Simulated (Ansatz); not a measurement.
# The perfect GaP wire along [110], 24 atoms a period, H-terminated, part 4 of 4

What gap, if any, does the GaP wire along [110], 24 atoms a period, H-terminated have, and how does it change with the functional and under strain?

Ansatz 0.2.0; DFT PBE, plane waves, PAW; relaxation of a wire's period; PAW set soft_1 (the session's first sound run).

So far, band gap (eV): step 3 (the wire at its relaxed period, PBE) 0.402; step 4 (levels at the same atoms, cutoff 500 eV, k-mesh 1×1×16, r2SCAN PBE) 0.626; step 5 (levels at the same atoms, level HSE06, cutoff 420 eV, HSE06 PBE) 1.18; step 6 (At a strained period, period over the relaxed period 0.94, k-mesh 1×1×17, PBE) 0.222.

## (7) Strain along the wire, period over the relaxed period 0.97, k-mesh 1×1×16

Level of this step: DFT PBE, plane waves, PAW; relaxation at a fixed period; PAW set soft_1 (Ansatz).

The period is set to 0.97 times the relaxed one and the atoms relax within it: strain changes bond lengths and angles, which shifts the bands against each other. Against the first PBE run of this kind, the mesh along the wire has 16 points against 21.

The cell differs from the one that the last finished run ended in (c 3.747 → 3.866 Å).

input.yaml reads:

```yaml
crystal:
  lattice:
    - [20.935, 0.0, 0.0]
    - [0.0, 19.121, 0.0]
    - [0.0, 0.0, 3.8663514507]
  atoms:
    - { symbol: H, position: [0.154441489, 0.397009114, 0.0] }
    - { symbol: Ga, position: [0.205527088, 0.456871155, 0.0] }
    - { symbol: P, position: [0.402099286, 0.344311417, 0.0] }
    - { symbol: H, position: [0.430211519, 0.169872558, 0.0] }
    - { symbol: Ga, position: [0.46498319, 0.242154705, 0.0] }
    - { symbol: Ga, position: [0.467919276, 0.44386335, 0.0] }
    - { symbol: P, position: [0.662834151, 0.352337072, 0.0] }
    - { symbol: H, position: [0.704971022, 0.293749866, 0.0] }
    - { symbol: Ga, position: [0.725143578, 0.455616723, 0.0] }
    - { symbol: H, position: [0.237158087, 0.647381204, 0.235232827] }
    - { symbol: H, position: [0.780979116, 0.647459819, 0.321701549] }
    - { symbol: P, position: [0.282308183, 0.648016582, 0.5] }
    - { symbol: P, position: [0.270993221, 0.443242942, 0.5] }
    - { symbol: H, position: [0.297413791, 0.270666546, 0.5] }
    - { symbol: H, position: [0.291637302, 0.823800845, 0.5] }
    - { symbol: Ga, position: [0.33527151, 0.341317597, 0.5] }
    - { symbol: Ga, position: [0.340526671, 0.537296912, 0.5] }
    - { symbol: Ga, position: [0.336794166, 0.758923777, 0.5] }
    - { symbol: P, position: [0.531127803, 0.248759887, 0.5] }
    - { symbol: P, position: [0.535048436, 0.65338065, 0.5] }
    - { symbol: P, position: [0.533802437, 0.449226239, 0.5] }
    - { symbol: H, position: [0.558156007, 0.824596831, 0.5] }
    - { symbol: H, position: [0.573853811, 0.190681469, 0.5] }
    - { symbol: Ga, position: [0.596951424, 0.347931105, 0.5] }
    - { symbol: Ga, position: [0.59954219, 0.551172399, 0.5] }
    - { symbol: Ga, position: [0.60060338, 0.756826931, 0.5] }
    - { symbol: P, position: [0.790300589, 0.455778184, 0.5] }
    - { symbol: H, position: [0.837928524, 0.402845301, 0.5] }
    - { symbol: H, position: [0.829254786, 0.516502332, 0.5] }
    - { symbol: H, position: [0.780979116, 0.647459819, 0.678298451] }
    - { symbol: H, position: [0.237158087, 0.647381204, 0.764767173] }
    - { symbol: H, position: [0.184094838, 0.536328956, 0.0] }
    - { symbol: P, position: [0.404809426, 0.547729934, 0.0] }
    - { symbol: P, position: [0.400314663, 0.747257065, 0.0] }
    - { symbol: H, position: [0.439920058, 0.807773865, 0.0] }
    - { symbol: Ga, position: [0.471254759, 0.648371301, 0.0] }
    - { symbol: P, position: [0.664258434, 0.556644424, 0.0] }
    - { symbol: P, position: [0.664317827, 0.745944791, 0.0] }
    - { symbol: H, position: [0.700784216, 0.808945372, 0.0] }
    - { symbol: Ga, position: [0.740824122, 0.652889619, 0.0] }
kpoints:
  mp_grid: { grid: [1, 1, 16] }
  band_path: { path: ["Γ", Z], npoints: 90 }
scf:
  occupations: { method: fermi_dirac, width: 0.05 }
hamiltonian:
  xc: pbe
  pseudopotentials: { kind: paw, azcp: { folder: soft_1 } }
relax:
  max_steps: 40
  f_tol: 0.02
output:
  stress: true
```

Command:

```bash
$ ansatz run input.yaml --threads 4 --pin off --max-ram 16384MiB --backend cpu --events-out ev --progress --plain --runs-dir out
```

Numbers of over 12 decimals in the logs are rounded to 6 here.

The program printed:

```text
[...]
Crystal: 40 atoms, lattice volume = 1547.693 Å³
Basis set: ecut = 420 eV, 30315 PW (Γ), exchange–correlation on 288×256×54 points (8 copies of the dense FFT grid, shifted against one another)
Bands: 156, of which v1, the nominal top of the filled ones, is band 116 counted from 1 (115 counted from 0)
Symmetry: 2 space group operations
[...]
- { symbol: H, position: [0.179945, 0.536776, 0] }
    - { symbol: P, position: [0.404362, 0.547570, 0] }
    - { symbol: P, position: [0.399682, 0.746983, 0] }
    - { symbol: H, position: [0.438867, 0.807801, 0] }
    - { symbol: Ga, position: [0.470548, 0.648176, 0] }
    - { symbol: P, position: [0.666945, 0.556716, 0] }
    - { symbol: P, position: [0.666710, 0.746136, 0] }
    - { symbol: H, position: [0.702874, 0.809314, 0] }
    - { symbol: Ga, position: [0.742819, 0.653087, 0] }
[key lines of the parts left out:]
SCF converged after 7 iterations
Free energy (F): -54723.399822 eV
Fermi energy:    0.425623 eV
P = ⅓ Tr σ = 0.4173 GPa (4.173 kbar)
```

Elapsed: 8.6 min, on 4 threads of Intel Xeon Platinum 8223CL at 3.00GHz (Skylake/Cascade Lake), shared host; peak memory 13 GiB.

Step by step:

| step | energy less that of the first step (eV) | largest force component (eV/Å) |
| --- | --- | --- |
| 1 | 0.0000 | 0.5211 |
| 2 | -0.0754 | 0.2767 |
| 3 | -0.0817 | 0.0275 |
| 4 | -0.0819 | 0.0071 |

Forces are held to the 2 operations that the run works with; a distortion that breaks them can't arise in this run.

The atoms that moved most (Å):

| atom | dx | dy | dz | length |
| --- | --- | --- | --- | --- |
| H1 | -0.092 | 0.017 | 0.000 | 0.093 |
| P27 | 0.093 | 0.006 | 0.000 | 0.093 |
| H28 | 0.089 | 0.003 | 0.000 | 0.089 |
| H32 | -0.087 | 0.009 | 0.000 | 0.087 |
| H29 | 0.085 | 0.011 | 0.000 | 0.085 |
| Ga2 | -0.084 | 0.009 | 0.000 | 0.085 |
| H30 | 0.076 | -0.001 | -0.008 | 0.077 |
| H11 | 0.076 | -0.001 | 0.008 | 0.077 |

Final coordinates:

```xyz
40
Lattice="20.9350 0.0000 0.0000 0.0000 19.1210 0.0000 0.0000 0.0000 3.8664" Properties=species:S:1:pos:R:3
H     3.1414    7.6085    0.0000
Ga    4.2187    8.7449    0.0000
P     8.4048    6.5786    0.0000
H     8.9761    3.2474    0.0000
Ga    9.7148    4.6228    0.0000
Ga    9.7783    8.4819    0.0000
P    13.9340    6.7402    0.0000
H    14.8046    5.6115    0.0000
Ga   15.2348    8.7141    0.0000
H     4.9100   12.3755    0.8855
H    16.4259   12.3792    1.2522
P     5.8615   12.3886    1.9332
P     5.6291    8.4734    1.9332
H     6.1607    5.1777    1.9332
H     6.0468   15.7451    1.9332
Ga    6.9663    6.5199    1.9332
Ga    7.0795   10.2717    1.9332
Ga    6.9981   14.5106    1.9332
P    11.1397    4.7552    1.9332
P    11.2259   12.4932    1.9332
P    11.1968    8.5861    1.9332
H    11.6817   15.7644    1.9332
H    12.0224    3.6360    1.9332
Ga   12.5152    6.6503    1.9332
Ga   12.5677   10.5358    1.9332
Ga   12.5835   14.4794    1.9332
P    16.6379    8.7209    1.9332
H    17.6309    7.7056    1.9332
H    17.4450    9.8871    1.9332
H    16.4259   12.3792    2.6142
H     4.9100   12.3755    2.9808
H     3.7672   10.2637    0.0000
P     8.4653   10.4701    0.0000
P     8.3673   14.2831    0.0000
H     9.1877   15.4460    0.0000
Ga    9.8509   12.3938    0.0000
P    13.9625   10.6450    0.0000
P    13.9576   14.2669    0.0000
H    14.7147   15.4749    0.0000
Ga   15.5509   12.4877    0.0000
```

This step gave:

```
energy at zero smearing : -54723.3987 eV
band gap                : 0.3158 eV
```

The electronic bands at the labelled points (eV, zero at the Fermi level; v1 is the highest filled band, c1 the lowest empty one):

| point | v4 | v3 | v2 | v1 | c1 | c2 | c3 | c4 |
| --- | --- | --- | --- | --- | --- | --- | --- | --- |
| Γ | -1.79 | -1.77 | -1.15 | -0.16 | 0.16 | 0.36 | 0.68 | 0.90 |
| halfway | -2.30 | -2.14 | -2.06 | -1.85 | 0.87 | 0.96 | 1.23 | 1.42 |
| Z | -2.77 | -2.72 | -2.58 | -2.49 | 0.61 | 0.70 | 0.74 | 0.81 |

The gap is 0.316 eV, against 0.402 eV under PBE at the relaxed period.

## (8) What came out

```
cell length, PBE           : 3.986 Å
gap, PBE                   : 0.402 eV
gap, r2SCAN                : 0.626 eV
gap, HSE06                 : 1.18 eV
gap, period scaled by 0.94 : 0.222 eV
gap, period scaled by 0.97 : 0.316 eV
```

**Reading.** Under PBE the cell's length is 3.99 Å, and a gap of 0.40 eV makes it a semiconductor. At the relaxed period the wire is gapped under every functional, from 0.40 eV (PBE) to 1.18 eV (HSE06). Weak screening in one dimension makes quasiparticle gaps larger than the semilocal gaps, as a rule. Strain matters: under PBE the gap goes from 0.40 eV to 0.222 eV at 0.94 times the period and 0.316 eV at 0.97 times the period. Where the gap is under about 0.35 eV, the smearing of 0.05 eV partly fills the band edges in the SCF. Plain hydrogen on a compound's surface is a simple closure: it may leave surface states, and facets that end in unlike atoms put a field across the wire, both of which shrink the gap. A hybrid's gap is read on a coarse mesh, without a band path.

[Logs are printed without paths, hosts, clocks, repeated set-up lines and the standing remarks that a program may print on its own settings, such as how far it seeks lower states.]

[Hosts, paths, dates, database ids (printed as entryN), source tags and the programs' standing remarks are cut or masked in the printed files.]
